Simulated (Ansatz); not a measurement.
**Screened interactions in NaMoO3 (cubic perovskite) (Pm-3m)**

Wanted: the parameters of a Hubbard-Kanamori model for NaMoO3 (cubic perovskite) (Pm-3m).

Calculated with Ansatz 0.2.0; non-magnetic LDA, then constrained RPA, plane waves, PAW.

The structure was built from a prototype and need not be the compound's stable phase.

## (1) Starting point

Symmetry: Pm-3m, No. 221, cubic system. The conventional cell has a = 3.830 Å, b = 3.830 Å, c = 3.830 Å, α = 90.00°, β = 90.00°, γ = 90.00°. Na has 12 O at 2.71 Å nearest. Nearest to Mo lie 6 O at 1.92 Å. Nearest to O lie 2 Mo at 1.92 Å and 4 Na at 2.71 Å. Farther neighbours and most contacts between anions are not listed.

The structure was relaxed with LDA. The structure type comes from a generator and need not be one that this composition takes. The structure was generated from a model, not taken from a measurement. The runs that relaxed it are not among those shown. The program's search for lower electronic states was switched off, so nothing shows that the state found is the lowest. The default PAW set here is soft_2. Its files were made with PBE.

## (2) LDA bands and orbital weights

This step: DFT, LDA, plane waves, PAW.

input.yaml

```yaml
crystal:
  lattice:
    - [0.0, -3.83009225, 0.0]
    - [0.0, 0.0, 3.83009225]
    - [-3.83009225, 0.0, 0.0]
  atoms:
    - { symbol: Na, position: [0.0, 0.0, 0.0] }
    - { symbol: Mo, position: [0.5, 0.5, 0.5] }
    - { symbol: O, position: [0.5, 0.5, 0.0] }
    - { symbol: O, position: [0.5, 0.0, 0.5] }
    - { symbol: O, position: [0.0, 0.5, 0.5] }
kpoints:
  mp_grid: { grid: [6, 6, 6] }
  band_path:
    path:
      - [[0.0, 0.0, 0.0], [0.0, 0.5, 0.0], [0.5, 0.5, 0.0], [0.0, 0.0, 0.0], [0.5, 0.5, 0.5], [0.0, 0.5, 0.0]]
      - [[0.5, 0.5, 0.5], [0.5, 0.5, 0.0]]
    npoints: 10
hamiltonian:
  xc: lda
scf:
  occupations: { method: gaussian, width: 0.08 }
  n_extra_bands: 19
  max_iter: 150
  lower_state_search: "off"
output:
  eigenvalues: true
  forces: true
  stress: true
  fatbands: true
  write_density: true
  write_potential: true
  elf: true
  volumetric_format: npy
```

On the command line:

```sh
> ansatz run input.yaml --threads 4 --pin off --max-ram 9216MiB --backend cpu --events-out ev --progress --plain --runs-dir out
```

Numbers of over 12 decimals in the logs are rounded to 6 here.

Log:

```text
scf.n_extra_bands = 19 over 21 filled bands (N_el = 41.0): the run solves 40 bands
Engine: ansatz 0.2.0, aarch64-unknown-linux-gnu
Pseudopotentials: kind: paw
Pseudopotential: Na, paw, valence charge 9, recommended cutoff 420 eV (normal), Na.paw.azcp
Pseudopotential: Mo, paw, valence charge 14, recommended cutoff 420 eV (normal), Mo.paw.azcp
Pseudopotential: O, paw, valence charge 6, recommended cutoff 420 eV (normal), O.paw.azcp
Functional definition: SPW92
  exchange = slater_x
  correlation = pw_c
Crystal: 5 atoms, lattice volume = 56.186 Å³
Basis set: ecut = 420 eV, 1045 PW (Γ)
Bands: 40, of which v1, the nominal top of the filled ones, is band 21 counted from 1 (20 counted from 0)
Symmetry: 48 space group operations
Space group: Pm-3m (ITA 221), of the structure as read, at distance tolerance 3.8e-5 Å
k-points: 20 of 216
Non-local potential: Na, projectors of the file, l = 0: 3, l = 1: 2, l = 2: 1
Non-local potential: Mo, projectors of the file, l = 0: 3, l = 1: 2, l = 2: 2, l = 3: 1
Non-local potential: O, projectors of the file, l = 0: 2, l = 1: 2, l = 2: 1
PAW form: soft (Blöchl's): semilocal exchange-correlation on the pseudo side does not see the compensation charge
PAW frozen core: Na, regenerated for the run's functional, and the local potential with it (the file was generated under x = pbe(κ = 0.804, μ = 0.219515), c = pbe(β = 0.066725))
PAW frozen core: Mo, regenerated for the run's functional, and the local potential with it (the file was generated under x = pbe(κ = 0.804, μ = 0.219515), c = pbe(β = 0.066725))
PAW frozen core: O, regenerated for the run's functional, and the local potential with it (the file was generated under x = pbe(κ = 0.804, μ = 0.219515), c = pbe(β = 0.066725))
PAW one-centre angular grid: Na, 110 points (default); XC on 64 Gauss nodes
PAW one-centre angular grid: Mo, 590 points (default); XC on 64 Gauss nodes
PAW one-centre angular grid: O, 110 points (default); XC on 64 Gauss nodes
Initial density: superposition of atomic densities (neutral atoms: chi_scale 0, normalization atom), corrected by the library's trained network
Initial wavefunctions: pseudopotential atomic-orbital guess
Functional: x = slater, c = lda
SCF iter   1: F=—  HF=-7978.269306 eV  |F-HF|=—  |Δ(HF+E_count)|=         —  Δρ=1.73e-2  dr2=1.44e-1  ethr=1.77e-3  ⟨swp⟩=5.5  Hψ=3587  notcnv=0  defer=121
preconditioner: auto → LDOS  [insulator: Δε(μ)=0.176 eV  Ē_g=23.371 eV  σ=0.080 eV  W_gap=0.68  n_scr=18 (ndim 8)  ℏωp=27.6 eV  f_vac=0.039  D(μ)=2.25/eV (n_scr^D=18)  ε∞_Penn≈2.4  β→1.0]
SCF iter   2: F=—  HF=-7978.240876 eV  |F-HF|=—  |Δ(HF+E_count)|=   2.84e-2  Δρ=9.77e-3  dr2=2.69e-2  ethr=3.52e-4  ⟨swp⟩=2.0  Hψ=1385  notcnv=0  defer=264
SCF iter   3: F=—  HF=-7978.230812 eV  |F-HF|=—  |Δ(HF+E_count)|=   1.01e-2  Δρ=1.46e-3  dr2=1.13e-3  ethr=6.55e-5  ⟨swp⟩=2.0  Hψ=1038  notcnv=0  defer=264
SCF iter   4: F=—  HF=-7978.230548 eV  |F-HF|=—  |Δ(HF+E_count)|=   2.63e-4  Δρ=3.40e-4  dr2=6.70e-5  ethr=2.76e-6  ⟨swp⟩=2.6  Hψ=867  notcnv=0  defer=264
SCF iter   5: F=—  HF=-7978.230539 eV  |F-HF|=—  |Δ(HF+E_count)|=   9.67e-6  Δρ=1.15e-4  dr2=4.42e-6  ethr=1.63e-7  ⟨swp⟩=2.2  Hψ=897  notcnv=0  defer=264
SCF iter   6: F=-7978.230536 eV  HF=-7978.230536 eV  |F-HF|=1.37e-8  |Δ(HF+E_count)|=   2.40e-6  Δρ=1.24e-5  dr2=3.78e-8  ethr=2.44e-10  ⟨swp⟩=12.7  Hψ=5938  notcnv=0
SCF 1 converged in 6 iterations: F = -7978.230536 eV  dr2 = 3.78e-8
  greatest PAW one-centre occupation: 0.999 electrons in one spin orbital (limit 2), on the Na atom at site 0 (counted from 0), in its partial waves of l = 0
NSCF: frozen V_eff on 62 k-points
SCF converged after 6 iterations
Free energy (F): -7978.230536 eV
Harris-Foulkes:  -7978.230536 eV  (|F-HF|=1.37e-8)
Internal energy: -7978.223258 eV  (E = F + TS)
E sigma→0 (E₀):  -7978.226897 eV
Entropy (-TS):   -0.007278 eV (-1.456 meV/atom)
Fermi energy:    10.219788 eV
--- Per-component energies (eV) ---
  E_band       = -379.298756
  E_kinetic    = 1085.612172
  E_local      = -3274.179576  (includes V_loc(G=0)·N_el)
  E_nonlocal   = 410.870513
  E_hartree    = 1126.411435
  E_xc         = -437.958980
  E_vxc        = -557.848378  (∫ρ·V_xc dr)
  E_paw        = -3774.380988  (= ΣΔE_a)
  E_vpaw       = -296.579450  (= ΣTr[D̂ρ^β])
  E_aug_tail   = 0.007592  (compensation charges beyond the density's cutoff)
  E_ewald      = -3115.509898
  E_core_change = 0.904471  (= ΣΔE_core)
  E_smearing   = -0.007278  (= −TS)
  E_closure    = -0.000000  (closes the sum)
  Σ components = -7978.230536   (vs F -7978.230536, Δ=0.00e0)
--- Forces (eV/Å), atoms counted from 1 ---
  atom   1  Na     0.00000000    -0.00000000     0.00000000
  atom   2  Mo    -0.00000000     0.00000000     0.00000000
  atom   3  O     -0.00000000     0.00000000     0.00000000
  atom   4  O     -0.00000000     0.00000000     0.00000000
  atom   5  O     -0.00000000     0.00000000     0.00000000
  max |Σ_I F_I| component: 8.88e-29 eV/Å
--- Stress (GPa, compression-positive) ---
       -0.004603       0.000000       0.000000
        0.000000      -0.004603       0.000000
        0.000000       0.000000      -0.004603
  P = ⅓ Tr σ = -0.0046 GPa (-0.046 kbar)
--- Band table (eV; the first three rows and the last of 20) ---
  k-point 0: bands = [... 17 lower, 7.1862, 7.1862, 7.1862, 8.7391, 8.7391, 8.7391, 13.0108, 13.0108, ... 15 higher]
  k-point 1: bands = [... 17 lower, 6.6928, 7.0988, 7.0988, 8.7567, 9.7511, 9.7511, 13.0132, 13.6703, ... 15 higher]
  k-point 2: bands = [... 17 lower, 6.4793, 7.0889, 7.0889, 8.7923, 11.1933, 11.1933, 13.0180, 14.8419, ... 15 higher]
  k-point 19: bands = [... 17 lower, 8.0468, 8.0468, 8.0468, 12.9351, 12.9351, 12.9351, 15.6318, 19.2236, ... 15 higher]
```

The job ended after 1.9 s (4 threads of Arm Neoverse V2, shared host; peak memory 0.36 GiB; 6.9 s of CPU time).

The column dr2 measures how far the density is from self-consistency, as an energy; F and HF (Harris–Foulkes) agree once it is small.

This step gave:

| Quantity | Value |
| --- | --- |
| pressure | -0.004603 GPa |

The electronic bands at the labelled points (eV, zero at the Fermi level):

```
    point  band 17  band 18  band 19  band 20  band 21  band 22  band 23  band 24
        Γ    -3.41    -3.03    -3.03    -3.03    -1.48    -1.48    -1.48     2.79
  halfway    -4.32    -3.64    -3.13    -3.13    -1.45     0.29     0.29     2.80
        X    -4.64    -3.84    -3.13    -3.13    -1.41     1.63     1.63     2.80
  halfway    -4.40    -3.98    -3.79    -2.82     0.32     1.64     1.98     4.02
        M    -4.29    -4.29    -3.94    -2.20     1.65     1.65     2.67     4.43
  halfway    -4.06    -4.03    -3.70    -2.98     0.22     0.39     0.97     3.79
        Γ    -3.41    -3.03    -3.03    -3.03    -1.48    -1.48    -1.48     2.79
  halfway    -5.50    -3.16    -3.16    -2.83     0.79     1.10     1.10     5.66
        R    -7.33    -2.17    -2.17    -2.17     2.72     2.72     2.72     5.41
  halfway    -5.69    -3.05    -3.05    -2.68     1.02     1.92     2.09     6.15
        X    -4.64    -3.84    -3.13    -3.13    -1.41     1.63     1.63     2.80
jump to R    -7.33    -2.17    -2.17    -2.17     2.72     2.72     2.72     5.41
  halfway    -6.08    -2.85    -2.85    -2.18     2.03     2.03     2.69     6.23
        M    -4.29    -4.29    -3.94    -2.20     1.65     1.65     2.67     4.43
```

Of the projections kept (Mo 4d, O 2p), the largest for each band there; the rest of the weight can lie on other orbitals:

```
point    band 17    band 18    band 19    band 20     band 21     band 22     band 23     band 24
    Γ  O 2p 0.99  O 2p 0.97  O 2p 0.97  O 2p 0.97  Mo 4d 1.00  Mo 4d 1.00  Mo 4d 1.00  Mo 4d 0.70
    X  O 2p 0.95  O 2p 0.98  O 2p 0.98  O 2p 0.98  Mo 4d 1.00  Mo 4d 0.60  Mo 4d 0.60  Mo 4d 0.72
    M  O 2p 0.97  O 2p 0.97  O 2p 0.95  O 2p 1.00  Mo 4d 0.61  Mo 4d 0.61  Mo 4d 0.56  Mo 4d 0.63
    Γ  O 2p 0.99  O 2p 0.97  O 2p 0.97  O 2p 0.97  Mo 4d 1.00  Mo 4d 1.00  Mo 4d 1.00  Mo 4d 0.70
    R  O 2p 0.86  O 2p 1.00  O 2p 1.00  O 2p 1.00  Mo 4d 0.54  Mo 4d 0.54  Mo 4d 0.54           -
    X  O 2p 0.95  O 2p 0.98  O 2p 0.98  O 2p 0.98  Mo 4d 1.00  Mo 4d 0.60  Mo 4d 0.60  Mo 4d 0.72
```

Electrostatic potential energy in the ac plane at fractional y = 0.500, with atoms of Mo and O within 0.2 Å of it. With pseudopotentials it is smooth inside the atoms' cores, unlike the true potential.

Values in eV, 14 rows by 14 columns, each cell a mean:
```
 14  14  14  13   8 -16 -33 -41 -31  -7  11  13  14  14
 14  14  14  13  11  -2 -18 -24 -15   4  12  13  14  14
 13  13  13  12   9   5  -1  -4   0   6  10  12  13  13
 10  11  11   9   4  -6 -15 -18 -13  -2   6  10  12  11
-12  -5   7   5  -7 -28 -43 -48 -40 -21  -2   6   4  -7
-36 -28  -8  -1 -20 -49 -65 -69 -63 -40 -13   0 -15 -31
-50 -37 -16  -5 -27 -58 -70 -70 -69 -48 -18  -4 -24 -41
-41 -31 -11  -2 -23 -52 -67 -70 -65 -43 -15  -1 -18 -33
-21 -14   3   3 -12 -36 -52 -58 -49 -28  -6   5  -2 -16
  6   9  10   8   1 -12 -23 -27 -20  -7   4   9  11   8
 13  13  13  11   8   3  -2  -5  -1   5   9  12  13  13
 14  14  13  13  10   3 -11 -16  -8   7  11  13  14  14
 14  14  14  13   9 -14 -31 -37 -28  -5  11  13  14  14
 14  14  14  13   6 -21 -41 -50 -36 -12  10  13  14  14
```
Columns run along a (3.8 Å; values clipped at the 3rd and 97th percentile), rows up along c (3.8 Å). Atoms in or near the plane, at fractional coordinates: Mo at (0.50, 0.50), O at (0.50, 0.00), O at (0.00, 0.50).

Valence density in the ac plane at fractional y = 0.500, with atoms of Mo and O within 0.2 Å of it. It is the smooth field of the valence electrons, not physical close to the nuclei.

Ten even steps from '_' (0.0 e/Å³) to '@' (7.2 e/Å³), each cell a mean:
```
__________--**%%**::________
__________..--==--..________
____________......__________
____________......__________
::::..____::==++==..____..::
##++::....++##%%##==....--**
@@##--..::**%%%%%%++....==%%
%%**::..::++%%%%##==....--**
==::..__..--++**++::____..--
..________..::::..__________
____________......__________
__________..::--::..________
__________::**##++::________
________..==%%@@##::________
```
Columns run along a (3.8 Å), rows up along c (3.8 Å). Atoms in or near the plane, at fractional coordinates: Mo at (0.50, 0.50), O at (0.50, 0.00), O at (0.00, 0.50).

## (3) Constrained RPA: Mo t2g, bands v1 to c2, 4×4×4 mesh, medium accuracy

Constrained RPA screens the interaction with every transition except those inside the target bands, which a later many-body model would treat itself.

This step: constrained RPA on LDA, plane waves, PAW.

input.yaml, the sections that differ from step 2:

```yaml
kpoints:
  mp_grid: { grid: [6, 6, 6] }
output:
  crpa:
    kmesh: [4, 4, 4]
    target_bands: [v1, c2]
    projections: [{ species: Mo, l: d, shell: 4, orbitals: [dxz, dyz, dxy] }]
  local_orbitals:
    kmesh: [8, 8, 8]
    orbitals: [{ species: Mo, l: d, shell: 4, orbitals: [dxz, dyz, dxy] }]
    window: { bands: [v1, c2] }
    seedname: lo
# crystal, hamiltonian, scf: as in step 2
```

Log:

```text
[...]
Crystal: 5 atoms, lattice volume = 56.186 Å³
Basis set: ecut = 420 eV, 1045 PW (Γ)
Bands: 40, of which v1, the nominal top of the filled ones, is band 21 counted from 1 (20 counted from 0)
Symmetry: 48 space group operations
[...]
k-points: 20 of 216
[...]
SCF iter   1: F=—  HF=-7978.269309 eV  |F-HF|=—  |Δ(HF+E_count)|=         —  Δρ=1.73e-2  dr2=1.44e-1  ethr=1.77e-3  ⟨swp⟩=5.5  Hψ=3587  notcnv=0  defer=121
[...]
SCF iter   6: F=-7978.230536 eV  HF=-7978.230536 eV  |F-HF|=1.35e-8  |Δ(HF+E_count)|=   2.40e-6  Δρ=1.24e-5  dr2=3.80e-8  ethr=2.44e-10  ⟨swp⟩=7.7  Hψ=4087  notcnv=0
SCF 1 converged in 6 iterations: F = -7978.230536 eV  dr2 = 3.80e-8
[...]
NSCF: frozen V_eff on 38 k-points
[...]
cRPA screening: q 1/64
cRPA screening: q 2/64
cRPA screening: q 8/64 (q-point 3)
cRPA screening: q 11/64 (q-point 6)
cRPA screening: q 23/64 (q-point 7)
cRPA screening: q 35/64 (q-point 11)
cRPA screening: q 38/64 (q-point 22)
cRPA screening: q 46/64 (q-point 23)
cRPA screening: q 58/64 (q-point 27)
cRPA screening: q 64/64 (q-point 43)
SCF converged after 6 iterations
Free energy (F): -7978.230536 eV
[...]
Internal energy: -7978.223258 eV  (E = F + TS)
E sigma→0 (E₀):  -7978.226897 eV
Entropy (-TS):   -0.007278 eV (-1.456 meV/atom)
Fermi energy:    10.219788 eV
[...]
--- Band table (eV; the first three rows and the last of 20) ---
  k-point 0: bands = [... 17 lower, 7.1862, 7.1862, 7.1862, 8.7391, 8.7391, 8.7391, 13.0108, 13.0108, ... 15 higher]
  k-point 1: bands = [... 17 lower, 6.6928, 7.0988, 7.0988, 8.7567, 9.7511, 9.7511, 13.0132, 13.6703, ... 15 higher]
  k-point 2: bands = [... 17 lower, 6.4793, 7.0889, 7.0889, 8.7923, 11.1933, 11.1933, 13.0180, 14.8419, ... 15 higher]
  k-point 19: bands = [... 17 lower, 8.0468, 8.0468, 8.0468, 12.9351, 12.9351, 12.9351, 15.6318, 19.2236, ... 15 higher]
--- cRPA (band scheme, projected local orbitals): target bands 21..23 (1-based), 3 Wannier function(s), 4×4×4 mesh, 46 bands' worth read of 51 solved, ecut_chi 136.0 eV, v(q+G=0) probe_charge, pair densities all_electron ---
  bands read: the sum over 46 bands ends inside a degenerate multiplet in 9 slots, whose members it reads at an even weight; the widest, k=21: bands 46 to 47 (counted from 1) at 1/2 each
  χ-basis size per q: N_G = 196..216
  window electrons = 1.0000, filled by tetrahedron_uncorrected; constrained ε̄⁻¹(q = 0, 0) head = 0.187931; min gauge Gram eig = 0.5423
  Kanamori averages over each shell's own Wannier functions (sites counted from 0, functions from 1):
    Site 1, 4D, 3 of 5 d orbitals (Wannier functions 1, 2, 3; wannier90's mr 2, 3, 5):
      screened: U = 2.8191 eV, U' = 2.2035 eV, J = 0.2825 eV
      screened, to within: U = 2.9e-3 eV, U' = 2.9e-3 eV, J = 4.1e-4 eV
      bare: V = 11.7499 eV, V' = 10.7952 eV, J = 0.3945 eV
  Hermiticity witness max|P − P†| over intra, direct and exchange elements: 5.33e-15 eV (screened), 6.14e-20 eV (bare)
  Reality witness max|Im| over intra, direct and exchange elements: 1.39e-19 eV (screened), 2.62e-19 eV (bare)
```

The job ended after 21 s (4 threads; peak memory 0.49 GiB).

Numbers from this step:

| Quantity | Value |
| --- | --- |
| U | 2.819 eV |
| U prime (inter-orbital) | 2.204 eV |
| J | 0.2825 eV |
| bare V | 11.75 eV |
| bare J | 0.3945 eV |
| stated bound on U | 0.002829 eV |
| U over bare V | 0.2399 |
| electrons in the window | 1.0000 |
| head of the constrained inverse dielectric matrix | 0.1879 |
| least eigenvalue of the projection's overlap | 0.5423 |
| target functions | 3 |
| bands in the sums | 46 |
| r.m.s. miss of the model bands | 0.003047 eV |
| width of the target bands | 4.196 eV |
| weight of the projected orbitals in the window | 0.6716 |

On the Mo t2g shell, screening brings the on-site interaction from 11.7 eV down to U = 2.82 eV.

Kanamori averages over each shell's functions. Crpa shells, by row:

```
site  element  shell  orbitals  U (eV)  U' (eV)  J (eV)  bare V (eV)  bare V' (eV)  bare J (eV)  bound on U (eV)
   2       Mo     4D         3   2.819    2.204  0.2825        11.75          10.8       0.3945         0.002829
```

Density-density elements U_iijj, eV. U matrix, by row:

```
orbital  Mo2 dxz  Mo2 dyz  Mo2 dxy
Mo2 dxz    2.819    2.204    2.204
Mo2 dyz    2.204    2.819    2.204
Mo2 dxy    2.204    2.204    2.819
```

Exchange elements U_ijji, eV. J matrix, by row:

```
orbital  Mo2 dxz  Mo2 dyz  Mo2 dxy
Mo2 dxz        -    0.283    0.283
Mo2 dyz    0.283        -    0.283
Mo2 dxy    0.283    0.283        -
```

Projected local orbitals of the target window. Electronic bands along the path, in eV, zero at the Fermi level; # counts the bands kept:

```
    point     #1     #2     #3
        Γ  -1.48  -1.48  -1.48
  halfway  -1.45   0.29   0.29
        X  -1.41   1.63   1.63
  halfway   0.32   1.64   1.98
        M   1.65   1.65   2.67
  halfway   0.22   0.39   0.97
        Γ  -1.48  -1.48  -1.48
  halfway   0.79   1.10   1.10
        R   2.72   2.72   2.72
  halfway   1.02   1.92   2.09
        X  -1.41   1.63   1.63
jump to R   2.72   2.72   2.72
  halfway   2.03   2.03   2.69
        M   1.65   1.65   2.67
```

The same for Kohn-Sham, solved directly:

```
point     #1     #2     #3
    Γ  -1.48  -1.48  -1.48
    X  -1.41   1.63   1.63
    M   1.65   1.65   2.67
    Γ  -1.48  -1.48  -1.48
    R   2.72   2.72   2.72
    X  -1.41   1.63   1.63
    R   2.72   2.72   2.72
    M   1.65   1.65   2.67
```

The first set of electronic bands as a text plot (rows in eV):

```
    2.6 |              **                    *****        *******
    2.5 |             *                     *    **        *
    2.3 |            *   *                  *     **        *
    2.1 |           *                      *       **        *
    1.9 |          *      *                *      * **
    1.8 |         *                                  ***      **
    1.6 |      **********  **            **        *   ***      *
    1.4 |             *  *               **
    1.2 |                 *
    1.1 |     *      *    *  *          *           *
    0.9 |                  **
    0.7 |    *      *      **           *
    0.5 |                              *             *
    0.4 |   *                **
    0.2 |                    *         *
    0.0 |                     *
   -0.2 |          *          **     **               *
   -0.3 |                            **
   -0.5 |         *            *
   -0.7 |  *                   **   *                  *
   -0.9 |                           *
   -1.0 | *                     *
   -1.2 |        *               * *                    *
   -1.4 |********                **                      *
         Γ      X      M          Γ            R        X|R     M
```

Onsite levels, by row:

```
orbital  level less Fermi level (eV)
Mo2 dxz                        1.112
Mo2 dyz                        1.112
Mo2 dxy                        1.112
```

Largest distinct elements between sites. Hoppings, by row:

```
   from       to     cell  distance (Å)   t (eV)
Mo2 dxy  Mo2 dxy    1 0 0          3.83  -0.4655
Mo2 dyz  Mo2 dyz  -1 -1 0         5.417  -0.1205
Mo2 dxz  Mo2 dxy  -1 -1 0         5.417  -0.0238
Mo2 dyz  Mo2 dyz   2 -1 0         8.564  -0.0195
Mo2 dxz  Mo2 dxz    0 0 2          7.66   0.0189
Mo2 dxz  Mo2 dxz   0 -2 2         10.83  -0.0114
Mo2 dyz  Mo2 dyz    0 0 1          3.83  -0.0096
Mo2 dxy  Mo2 dxy  -2 0 -3         13.81  -0.0034
Mo2 dxz  Mo2 dxz    0 0 3         11.49  -0.0029
Mo2 dyz  Mo2 dyz   -3 3 0         16.25  -0.0022
Mo2 dyz  Mo2 dyz  -3 -1 0         12.11  -0.0022
Mo2 dyz  Mo2 dxz  -1 -2 1         9.382   0.0011
```

[end of part 1 of 2]

[Paths, hosts, dates, memory and timing lines, banners, echoed tables and standing remarks are left out of the program output.]

[Logs are printed without paths, hosts, clocks, repeated set-up lines and the standing remarks that a program may print on its own settings, such as how far it seeks lower states.]

[Runs of the session that timed out or met a known fault of the program may be left out.]

[Hosts, paths, dates, database ids (printed as entryN), source tags and the programs' standing remarks are cut or masked in the printed files.]
